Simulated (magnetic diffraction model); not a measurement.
**ErSnB2 below its ordering temperature**

Space group Pnma (no. 62), a = 5.6370 Å, b = 3.3050 Å, c = 10.6910 Å.

| site | atom | x | y | z |
| --- | --- | --- | --- | --- |
| 4c | Er | 0.9088 | 3/4 | 0.8622 |
| 4c | Sn | 0.6049 | 3/4 | 0.1108 |
| 4c | B | 0.2749 | 3/4 | 0.9859 |
| 4c | B | 0.8467 | 3/4 | 0.2497 |

This is a made-up structure (elements placed in a structure type, unrelaxed), so the numbers test the method and describe no known phase.

Only Er is taken to order (form factors of Er3+); orders and moment sizes are assumed, and not adapted to the symmetry. Radiation: neutrons of λ = 2.41 Å (absorption by B left out), 2° to 70°; isotropic B of 0.38 Å² (Er), 0.45 Å² (Sn) and 0.81 Å² (B). The intensities are simulated: I ∝ L Σ (|F_N|² + |F_M⊥|²) for unpolarised neutrons, with F_M = 2.695 fm/μB × Σ f(s) S exp(2πi Q·r) exp(−B s²) at Q = H ± k (one set where k and −k are equivalent), only the part normal to Q counting and L = 1/(sin²θ cos θ). For a modulated order the moment at position r is S exp(−2πi k·r) + c.c., with S = m/2 for a sine wave of amplitude m and S = m(u + iv)/2 for moments turning in a plane, u and v being orthogonal unit vectors in it; the phase factor of the sum at Q = H + k is then exp(2πi H·r). Form factors are spin-only for 3d ions and dipole or tabulated for f ions, scattering lengths are Sears's of 1992, and absorption is left out. A label names one of the reflections at its angle. The strongest nuclear line in the range is 100, and lines under 0.2 are left out.

Above the ordering temperature:

```tsv
2θ (°)	index	I
36.20	(1 0 2)	0.2
44.87	(0 1 1)	4.9
47.16	(1 0 3)	8.8
50.62	(2 0 0)	1.0
51.88	(1 1 1)	0.3
52.48	(2 0 1)	9.4
53.60	(0 0 4)	2.1
57.24	(1 1 2)	100.0
57.80	(2 0 2)	4.3
59.64	(0 1 3)	10.2
59.86	(1 0 4)	7.3
65.54	(1 1 3)	71.5
66.06	(2 0 3)	64.9
68.37	(2 1 0)	17.5
69.93	(2 1 1)	4.7
```

Below it (cell unchanged):

```
2θ (°)       I
  2.58  6910.6
 23.41     2.1
 26.83    36.8
 28.71     1.4
 29.31    30.7
 34.28    21.4
 36.20     0.2
 38.22    17.1
 44.12    49.6
 44.81    22.0
 44.87     4.9
 45.77    44.4
 47.16     8.8
 49.58    17.8
 50.62     1.0
 50.70     5.6
 50.72    14.8
 51.21    13.6
 51.82    15.1
 51.88     0.3
 52.48     9.4
 52.69    12.5
 53.28    14.2
 53.60     2.1
 55.91    58.9
 56.51    11.7
 57.20     0.8
 57.24   100.0
 57.66    10.5
 57.80     4.3
 58.68    51.4
 59.64    10.2
 59.86     7.3
 61.71     8.7
 62.59     0.6
 63.67    12.9
```
(The table stops after 36 lines; 9 more lie at higher angle.)

**Question.** Find the propagation vector, then choose among these models:
A. a sine wave with moments along [010] (amplitudes given), 6.8 μB on Er; signs + at (0.9088, 3/4, 0.8622), + at (0.4088, 3/4, 0.6378), + at (0.0912, 1/4, 0.1378), + at (0.5912, 1/4, 0.3622)
B. moments turning in the plane of [001] and [100], 6.8 μB on Er; signs + at (0.9088, 3/4, 0.8622), + at (0.4088, 3/4, 0.6378), + at (0.0912, 1/4, 0.1378), + at (0.5912, 1/4, 0.3622)
C. a sine wave with moments along [100] (amplitudes given), 6.8 μB on Er; signs + at (0.9088, 3/4, 0.8622), + at (0.4088, 3/4, 0.6378), + at (0.0912, 1/4, 0.1378), + at (0.5912, 1/4, 0.3622)
D. a sine wave with moments along [001] (amplitudes given), 6.8 μB on Er; signs + at (0.9088, 3/4, 0.8622), + at (0.4088, 3/4, 0.6378), + at (0.0912, 1/4, 0.1378), + at (0.5912, 1/4, 0.3622)

The new lines index as (0 0 1/5) at 2.58°, (0 0 9/5) at 23.41°, (1 0 4/5) at 26.83° and (0 0 11/5) at 28.71°, that is as H ± k with k = (0 0 1/5). Satellites come in pairs about each point of the reciprocal lattice.

Magnetic intensity, observed (below minus above) and for each model:

| 2θ (°) | index | observed | A | B | C | D |
| --- | --- | --- | --- | --- | --- | --- |
| 2.58 | (0 0 1/5) | 6910.6 | 6910.6 | 6910.6 | 6910.6 | <0.2 |
| 26.83 | (1 0 4/5) | 36.8 | 36.8 | 36.8 | 5.6 | 31.3 |
| 29.31 | (1 0 6/5) | 30.7 | 30.7 | 30.7 | 8.8 | 21.9 |
| 44.12 | (0 1 4/5) | 49.6 | 1.5 | 49.6 | 25.5 | 24.1 |
| 45.77 | (0 1 6/5) | 44.4 | 2.9 | 44.4 | 23.6 | 20.8 |
| 55.91 | (1 1 9/5) | 58.9 | 14.5 | 58.9 | 29.0 | 29.8 |
| 58.68 | (1 1 11/5) | 51.4 | 14.8 | 51.4 | 26.8 | 24.6 |
| 68.44 | (2 1 1/5) | 41.1 | 16.8 | 41.1 | 12.2 | 28.9 |

Model B matches.

The structure used: k = (0 0 1/5), moments turning in the plane of [001] and [100], 6.8 μB on Er; signs + at (0.9088, 3/4, 0.8622), + at (0.4088, 3/4, 0.6378), + at (0.0912, 1/4, 0.1378), + at (0.5912, 1/4, 0.3622).

[Logs are printed without paths, hosts, clocks, repeated set-up lines and the standing remarks that a program may print on its own settings, such as how far it seeks lower states.]
